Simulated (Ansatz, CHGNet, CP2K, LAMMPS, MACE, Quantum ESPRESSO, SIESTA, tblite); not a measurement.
## SIESTA on Na+ PF6- in dimethyl sulfoxide and ethylene carbonate at 300 K (96 atoms): settings against a plane-wave reference

Aim: run Na+ PF6- in dimethyl sulfoxide and ethylene carbonate at 300 K (96 atoms) in SIESTA and see how near its forces come to a plane-wave reference, and at what cost.

Calculated with SIESTA 5.4.2; the method is named at each step.

### Step 1. Starting point

The cell holds 96 atoms: 19 C, 5 S, 14 O, 42 H, 2 P, 12 F and 2 Na. Cell: a = 10.520 Å, b = 10.520 Å, c = 10.520 Å, α = 90.0°, β = 90.0°, γ = 90.0°. 5 dimethyl sulfoxide, 3 ethylene carbonate, 2 Na+, 2 PF6- placed at random, at 1.41 g/cm³; overlaps pushed apart, then 10 ps at 550 K with stiff harmonic cages for PF6 and BF4 with UFF radii; Joung-Cheatham ions (J. Phys. Chem. B 112, 9020 (2008)); MMFF94 bonds, angles, torsions, charges and radii (Halgren, J. Comput. Chem. 17, 490 (1996)) in harmonic and 12-6 forms; charges of ions scaled by 0.8. Snapshot after 30 ps at 300 K and fixed volume.

The yardstick, on the same geometry:

```
method                                           : Kohn-Sham DFT, PBE, SSSP efficiency 1.3.0 pseudopotentials, plane waves (Quantum ESPRESSO 7.5); sssp-pbe-1.3.0-efficiency, cutoffs 60/480 Ry, Γ point
r.m.s. force component                           : 1.032 eV/Å
longest force                                    : 5.089 eV/Å
pressure                                         : 3.572 GPa
gap (highest filled to lowest empty level) : 4.066 eV
time                                             : 97 s on 4 MPI ranks of Arm Neoverse V2, shared host
CPU time                                         : 6.5 min
```

### Step 2. PBE, DZP, shift 0.01 Ry, mesh 500 Ry

Method: Kohn-Sham DFT, PBE, PseudoDojo 0.4.1 norm-conserving pseudopotentials (converted to PSML), numerical atomic orbitals (DZP), diagonalisation.

The .psml files are PseudoDojo norm-conserving potentials that we converted to this format, checked against plane waves on the same files for H, C, O, Si, Ge and Ca alone.

input.fdf reads:

```
SystemLabel cell
NumberOfAtoms 96
NumberOfSpecies 7
%block ChemicalSpeciesLabel
  1 6 C
  2 16 S
  3 8 O
  4 1 H
  5 15 P
  6 9 F
  7 11 Na
%endblock ChemicalSpeciesLabel
LatticeConstant 1.0 Ang
%block LatticeVectors
  10.52015 0.00000 0.00000
  0.00000 10.52015 0.00000
  0.00000 0.00000 10.52015
%endblock LatticeVectors
PAO.BasisSize DZP
PAO.EnergyShift 0.01 Ry
XC.Functional GGA
XC.Authors PBE
MeshCutoff 500 Ry
%block kgrid_Monkhorst_Pack
  1 0 0 0.0
  0 1 0 0.0
  0 0 1 0.0
%endblock kgrid_Monkhorst_Pack
SolutionMethod diagon
OccupationFunction FD
ElectronicTemperature 580 K
SCF.Mixer.Method Pulay
SCF.Mixer.Weight 0.15
SCF.Mixer.History 8
SCF.Mix Hamiltonian
MaxSCFIterations 300
SCF.DM.Tolerance 1e-04
SCF.H.Tolerance 1.0e-3 eV
WriteForces T
Write.HirshfeldPop T
Write.VoronoiPop T
Write.DM F
Write.H F
XML.Write F
AtomicCoordinatesFormat Fractional
%block AtomicCoordinatesAndAtomicSpecies
  0.69628 0.12049 0.44043 1
  0.69819 0.10108 0.27442 2
  0.72016 0.92598 0.29003 1
  0.56883 0.12656 0.21494 3
  0.63307 0.20178 0.47494 4
  0.66107 0.02795 0.48058 4
  0.79501 0.12840 0.48072 4
  0.81044 0.90070 0.33386 4
  0.75431 0.88425 0.19940 4
  0.64336 0.87424 0.33758 4
  0.36940 0.22763 0.54975 1
  0.27961 0.35596 0.62988 2
  0.16987 0.24964 0.71371 1
  0.35876 0.43092 0.72417 3
  0.36509 0.24205 0.44336 4
  0.46533 0.23191 0.57965 4
  0.31760 0.13478 0.55984 4
  0.12547 0.29726 0.79507 4
  0.21150 0.16144 0.75195 4
  0.09489 0.23504 0.64330 4
  0.31183 0.26158 0.14613 1
  0.20185 0.39766 0.11662 2
  0.20044 0.44622 0.28652 1
  0.26959 0.49762 0.04005 3
  0.26329 0.20054 0.21617 4
  0.32990 0.21875 0.05411 4
  0.39388 0.28896 0.18959 4
  0.13981 0.38552 0.34168 4
  0.15924 0.54280 0.27945 4
  0.29843 0.45413 0.32189 4
  0.08238 0.72684 0.93277 1
  0.95779 0.77456 0.04433 2
  0.99687 0.94797 0.03432 1
  0.82926 0.74656 0.99720 3
  0.17177 0.76368 0.96301 4
  0.08652 0.62429 0.93382 4
  0.06027 0.75521 0.83534 4
  0.91120 0.00320 0.07821 4
  0.00797 0.98052 0.93829 4
  0.09287 0.94516 0.09034 4
  0.39286 0.95436 0.05761 1
  0.49775 0.82900 0.10256 2
  0.38791 0.76753 0.22659 1
  0.49846 0.73886 0.99284 3
  0.34192 0.99972 0.13713 4
  0.44480 0.02626 0.99981 4
  0.31625 0.92252 0.00185 4
  0.34135 0.84229 0.27246 4
  0.43922 0.71498 0.29793 4
  0.32471 0.71236 0.17567 4
  0.10042 0.10291 0.35463 3
  0.07372 0.01088 0.41751 1
  0.00364 0.00856 0.52428 3
  0.02699 0.88710 0.57298 1
  0.06554 0.80846 0.46052 1
  0.11190 0.89368 0.37829 3
[... 36 atom lines left out ...]
  0.54598 0.82449 0.57691 6
  0.40481 0.67896 0.52602 6
  0.38092 0.56940 0.87552 7
  0.70960 0.73817 0.82466 7
%endblock AtomicCoordinatesAndAtomicSpecies
```

Run with:

```
OMP_NUM_THREADS=1 mpirun -np 2 siesta < input.fdf > output.txt
```

Output:

```text
Version         : 5.4.2
reinit: System Name:
reinit: System Label: cell
initatom: Reading input for the pseudopotentials and atomic orbitals ----------
Species number:   1 Atomic number:    6 Label: C
Species number:   2 Atomic number:   16 Label: S
Species number:   3 Atomic number:    8 Label: O
Species number:   4 Atomic number:    1 Label: H
Species number:   5 Atomic number:   15 Label: P
Species number:   6 Atomic number:    9 Label: F
Species number:   7 Atomic number:   11 Label: Na
Ground state valence configuration (from tables):   2s02  2p02  3d00  4f00
Ground state valence configuration (from tables):   3s02  3p04  3d00  4f00
Ground state valence configuration (from tables):   2s02  2p04  3d00  4f00
Ground state valence configuration (from tables):   1s01  2p00  3d00  4f00
Ground state valence configuration (from tables):   3s02  3p03  3d00  4f00
Ground state valence configuration (from tables):   2s02  2p05  3d00  4f00
Ground state valence configuration (from tables):   3s01  3p00  3d00  4f00
---- Processing specs for species: C
GGA--PBE XC_GGA_X_PBE--XC_GGA_C_PBE pb
---- Processing specs for species: S
GGA--PBE XC_GGA_X_PBE--XC_GGA_C_PBE pb
---- Processing specs for species: O
GGA--PBE XC_GGA_X_PBE--XC_GGA_C_PBE pb
---- Processing specs for species: H
GGA--PBE XC_GGA_X_PBE--XC_GGA_C_PBE pb
---- Processing specs for species: P
GGA--PBE XC_GGA_X_PBE--XC_GGA_C_PBE pb
---- Processing specs for species: F
GGA--PBE XC_GGA_X_PBE--XC_GGA_C_PBE pb
---- Processing specs for species: Na
GGA--PBE XC_GGA_X_PBE--XC_GGA_C_PBE pb
Semicore shell(s) with  8 electrons included in the valence for Na
Semicore shell(s): 2s 2p
Fallback to non-perturbative polarization scheme for Na
Please see the manual if this is not desired in principle
C pseudopotential only contains V_ls up to l=1 -- lmxkb reset.
S pseudopotential only contains V_ls up to l=2 -- lmxkb reset.
O pseudopotential only contains V_ls up to l=2 -- lmxkb reset.
[... lines left out ...]
Total number of electrons:   344.000000
[... lines left out ...]
new_DM -- step:     1
Initializing Density Matrix...
Attempting to read DM from file... Failed...
DM filled with atomic data:
InitMesh: MESH = 144 x 144 x 144 = 2985984
InitMesh: Mesh cutoff (required, used) =   500.000   517.825 Ry
stepf: Fermi-Dirac step function
        iscf     Eharris(eV)        E_KS(eV)     FreeEng(eV)     dDmax    Ef(eV) dHmax(eV)
   scf:    1   -22394.632588   -22445.894115   -22445.894115  1.923926 -3.221052  7.713580
   scf:    2   -22487.074695   -22468.388763   -22468.388763  0.062787 -3.398034  4.332737
   scf:    3   -22484.969806   -22480.705734   -22480.705734  0.079910 -3.863385  1.877186
[...]
scf:   11   -22481.421403   -22481.421410   -22481.421410  0.000269 -3.216459  0.005992
   scf:   12   -22481.421415   -22481.421413   -22481.421413  0.000082 -3.215864  0.000961
SCF Convergence by DM+H criterion
max |DM_out - DM_in|         :     0.0000822930
max |H_out - H_in|      (eV) :     0.0009606760
SCF cycle converged after 12 iterations
Using DM_out to compute the final energy and forces
siesta: E_KS(eV) =           -22481.4214
siesta: E_KS - E_eggbox =    -22481.4214
siesta: Atomic forces (eV/Ang):
     1   -0.771070   -0.183820    2.289195
     2    1.014983   -0.829704   -1.358224
     3    1.059677    0.347450   -1.170111
[...]
95    0.297701    0.272653    0.129557
    96   -0.538168   -0.800510   -0.203208
----------------------------------------
   Tot    0.007250   -0.032217    0.015227
----------------------------------------
   Max    4.590230
   Res    1.186090    sqrt( Sum f_i^2 / 3N )
----------------------------------------
   Max    4.590230    constrained
Stress tensor Voigt[x,y,z,yz,xz,xy] (kbar):      -43.31      -42.37      -51.11       -3.26      -11.58       -9.25
(Free)E + p*V (eV/cell)   -22448.2863
Target enthalpy (eV/cell)   -22481.4214
siesta: Program's energy decomposition (eV):
siesta: Ebs     =     -5219.438878
siesta: Eions   =     35378.239058
siesta: Ena     =      6882.688145
siesta: Ekin    =     14580.218754
siesta: Enl     =     -2624.030747
siesta: DEna    =      -111.880883
siesta: DUscf   =        28.872686
siesta: Ex      =     -5458.748659
siesta: Ec      =      -400.301652
siesta: Exc     =     -5859.050312
siesta: Eharris =    -22481.421415
siesta: Etot    =    -22481.421413
siesta: FreeEng =    -22481.421413
siesta: Final energy (eV):
siesta:  Band Struct. =   -5219.438878
siesta:       Kinetic =   14580.218754
siesta:       Hartree =   13703.848591
siesta:         Exch. =   -5458.748659
siesta:         Corr. =    -400.301652
siesta:   Exch.-corr. =   -5859.050312
siesta:  Ion-electron =  -40611.765390
siesta:       Ion-ion =   -4294.673056
siesta:         Total =  -22481.421413
siesta:         Fermi =      -3.215864
siesta: Stress tensor (static) (eV/Ang**3):
siesta:    -0.027035   -0.005774   -0.007228
siesta:    -0.005774   -0.026443   -0.002037
siesta:    -0.007227   -0.002037   -0.031900
siesta: Cell volume =       1164.302410 Ang**3
siesta: Pressure (static):
siesta:                Solid            Molecule  Units
siesta:           0.00030996          0.00020524  Ry/Bohr**3
siesta:           0.02845916          0.01884407  eV/Ang**3
siesta:          45.59660004         30.19153218  kBar
    Orbital volume contribution        =          27.865519 eV
    (Free)E + p_basis*V_orbitals       =      -22453.555894 eV
    (Free)Eharris+ p_basis*V_orbitals  =      -22453.555896 eV
Hirshfeld Atomic Populations:
Atom #   charge [q] valence [e]  Species
     1    -0.092212    4.092212  C
     2     0.293327    5.706673  S
     3    -0.103268    4.103268  C
     4    -0.288915    6.288915  O
     5     0.036192    0.963808  H
     6     0.023622    0.976378  H
     7     0.031440    0.968560  H
[...]
11    -0.084819    4.084819  C
    12     0.340451    5.659549  S
[...]
14    -0.259364    6.259364  O
[...]
22     0.320252    5.679748  S
[...]
24    -0.250709    6.250709  O
[...]
81     0.380171    4.619829  P
    82    -0.152923    7.152923  F
    83    -0.150496    7.150496  F
    84    -0.139025    7.139025  F
[...]
88     0.390300    4.609700  P
[...]
95     0.188217    8.811783  Na
    96     0.250116    8.749884  Na
--------------------
 Total     0.000013
Voronoi Atomic Populations:
Atom #   charge [q] valence [e]  Species
[...]
32     0.316725    5.683275  S
[...]
42     0.365166    5.634834  S
[...]
73    -0.050186    6.050186  O
    74     0.058290    3.941710  C
    75     0.057465    3.942535  C
    76    -0.050459    6.050459  O
[...]
79     0.005519    0.994481  H
    80     0.023295    0.976705  H
    81     0.492644    4.507356  P
[...]
88     0.493572    4.506428  P
[...]
93    -0.177447    7.177447  F
    94    -0.184367    7.184367  F
    95     0.163935    8.836065  Na
    96     0.225173    8.774827  Na
--------------------
 Total     0.000014
```

The job ended after 90 s (2 MPI ranks of Arm Neoverse V2, shared host; peak memory 1.7 GiB).

Banners, paths, timers and routine set-up lines are dropped from the logs unmarked, and long logs keep their key lines alone; longer cuts are marked.

Against the reference:

- r.m.s. force component: 1.186 eV/Å
- r.m.s. difference of force components: 385.2 meV/Å
- longest difference of force vectors: 1146 meV/Å
- force difference over r.m.s. force: 37.34 %
- slope of forces against the reference's: 1.091
- correlation of force components: 0.9491
- gap (highest filled to lowest empty level): 4.102 eV
- gap difference: 0.0361 eV
- pressure: 4.56 GPa
- pressure difference: 0.988 GPa

This run lies far from the reference in forces at the same functional.

Length of the force difference by element (eV/Å):

```tsv
element	atoms	mean	most
C	19	0.54	0.76
F	12	0.46	0.69
H	42	0.71	1.1
Na	2	0.19	0.27
O	14	0.75	1.1
P	2	0.32	0.41
S	5	0.73	0.85
```

Levels nearest the highest filled one (eV from it): -1.74, -1.63, -1.53, -1.41, -1.39, -1.31, -1.14, -0.49, -0.34, -0.20, -0.02, 0.00, 4.10, 4.56, 4.68, 4.72, 4.76, 4.89, 4.93, 5.00, 5.12, 5.20, 5.30, 5.33.

A closer look about C13, picked at random: 9 atoms, nearest first, numbered in the order of the input, with positions taken from that point.

```tsv
atom	x	y	z	distance (Å)	bonds	Hirshfeld charge (e)	Fx	Fy	Fz (eV/Å)
C13	0.00	0.00	0.00	0.00	4	-0.09	0.46	0.26	0.23
H20	-0.79	-0.15	-0.74	1.09	1	0.03	-0.64	-0.47	-0.47
H18	-0.47	0.50	0.86	1.10	1	0.04	-0.25	0.81	0.29
H19	0.44	-0.93	0.40	1.10	1	0.03	0.40	-0.50	-0.20
S12	1.15	1.12	-0.88	1.83	3	0.34	-1.21	0.27	-0.57
H17	1.55	-1.21	-1.62	2.55	1	0.04	0.62	-0.02	0.51
C11	2.10	-0.23	-1.72	2.73	4	-0.08	-2.33	-0.19	-1.40
O14	1.99	1.91	0.11	2.76	2	-0.26	0.68	-0.79	0.20
F86	-2.62	1.52	-0.30	3.04	1	-0.17	0.35	-1.45	1.04
```

Forces lie 37 % from the reference's, at 0.46 times its CPU time (on 2 against 4 cores).

### Step 3. PBE, DZP, shift 0.04 Ry, mesh 500 Ry

Method: Kohn-Sham DFT, PBE, PseudoDojo 0.4.1 norm-conserving pseudopotentials (converted to PSML), numerical atomic orbitals (DZP), diagonalisation.

input.fdf, as its differences from that of step 2:

```diff
@@ -19,3 +19,3 @@
 PAO.BasisSize DZP
-PAO.EnergyShift 0.01 Ry
+PAO.EnergyShift 0.04 Ry
 XC.Functional GGA
```

Output:

```text
Version         : 5.4.2
reinit: System Name:
reinit: System Label: cell
initatom: Reading input for the pseudopotentials and atomic orbitals ----------
Species number:   1 Atomic number:    6 Label: C
Species number:   2 Atomic number:   16 Label: S
Species number:   3 Atomic number:    8 Label: O
Species number:   4 Atomic number:    1 Label: H
Species number:   5 Atomic number:   15 Label: P
Species number:   6 Atomic number:    9 Label: F
Species number:   7 Atomic number:   11 Label: Na
Ground state valence configuration (from tables):   2s02  2p02  3d00  4f00
Ground state valence configuration (from tables):   3s02  3p04  3d00  4f00
Ground state valence configuration (from tables):   2s02  2p04  3d00  4f00
[... lines left out ...]
        iscf     Eharris(eV)        E_KS(eV)     FreeEng(eV)     dDmax    Ef(eV) dHmax(eV)
[... lines left out ...]
SCF Convergence by DM+H criterion
[... lines left out ...]
SCF cycle converged after 13 iterations
[... lines left out ...]
   Max    4.863065
[... lines left out ...]
   Max    4.863065    constrained
Stress tensor Voigt[x,y,z,yz,xz,xy] (kbar):       47.42       48.86       44.91       -1.29       -3.88       -9.35
[... lines left out ...]
siesta: FreeEng =    -22420.659557
[... lines left out ...]
siesta:         Fermi =      -1.682713
[... lines left out ...]
siesta:          -0.02937434         -0.03781587  eV/Ang**3
siesta:         -47.06287533        -60.58770945  kBar
    Orbital volume contribution        =          14.953405 eV
    (Free)E + p_basis*V_orbitals       =      -22405.706152 eV
    (Free)Eharris+ p_basis*V_orbitals  =      -22405.706152 eV
Hirshfeld Atomic Populations:
Atom #   charge [q] valence [e]  Species
     1    -0.022758    4.022758  C
     2     0.289000    5.711000  S
     3    -0.040100    4.040100  C
     4    -0.280714    6.280714  O
     5     0.010607    0.989393  H
     6     0.001104    0.998896  H
     7     0.010067    0.989933  H
[...]
11    -0.019265    4.019265  C
    12     0.343889    5.656111  S
[...]
14    -0.216462    6.216462  O
[...]
22     0.328362    5.671638  S
[...]
24    -0.214963    6.214963  O
[...]
81     0.217783    4.782217  P
    82    -0.144856    7.144856  F
    83    -0.143290    7.143290  F
    84    -0.112307    7.112307  F
[...]
88     0.236468    4.763532  P
[...]
95     0.090679    8.909321  Na
    96     0.170176    8.829824  Na
--------------------
 Total    -0.000058
Voronoi Atomic Populations:
Atom #   charge [q] valence [e]  Species
[...]
32     0.376802    5.623198  S
[...]
42     0.423217    5.576783  S
[...]
73    -0.034649    6.034649  O
    74     0.138935    3.861065  C
    75     0.133776    3.866224  C
    76    -0.028926    6.028926  O
[...]
79    -0.034405    1.034405  H
    80    -0.014226    1.014226  H
    81     0.453808    4.546192  P
[...]
88     0.453657    4.546343  P
[...]
93    -0.183273    7.183273  F
    94    -0.187588    7.187588  F
    95     0.157284    8.842716  Na
    96     0.226533    8.773467  Na
--------------------
 Total    -0.000057
```

The job ended after 59 s (2 MPI ranks; peak memory 1.2 GiB).

Compared with the plane-wave run:

- r.m.s. force component: 1.077 eV/Å
- r.m.s. difference of force components: 484.2 meV/Å
- longest difference of force vectors: 2347 meV/Å
- force difference over r.m.s. force: 46.93 %
- slope of forces against the reference's: 0.9347
- correlation of force components: 0.8954
- gap (highest filled to lowest empty level): 4.044 eV
- gap difference: -0.0219 eV
- pressure: -4.706 GPa
- pressure difference: -8.278 GPa

This is a coarse setting, run to see what it loses.

Against the first run (37 %), the force difference from the reference is 47 %, at 0.66 times the CPU time.

(Part 1 of 2 ends here.)

[Also dropped from logs without a mark: logging warnings of Python, and SIESTA's first energy breakdown and zero terms.]

[Logs are printed without paths, hosts, clocks, repeated set-up lines and the standing remarks that a program may print on its own settings, such as how far it seeks lower states.]

[Hosts, paths, dates, database ids (printed as entryN), source tags and the programs' standing remarks are cut or masked in the printed files.]

[The MMFF94 radii named for the starting cell were scaled by 0.96; in molecules described by MMFF94, hydrogen bound to N, O or S took a small fixed 12-6 site in their place.]
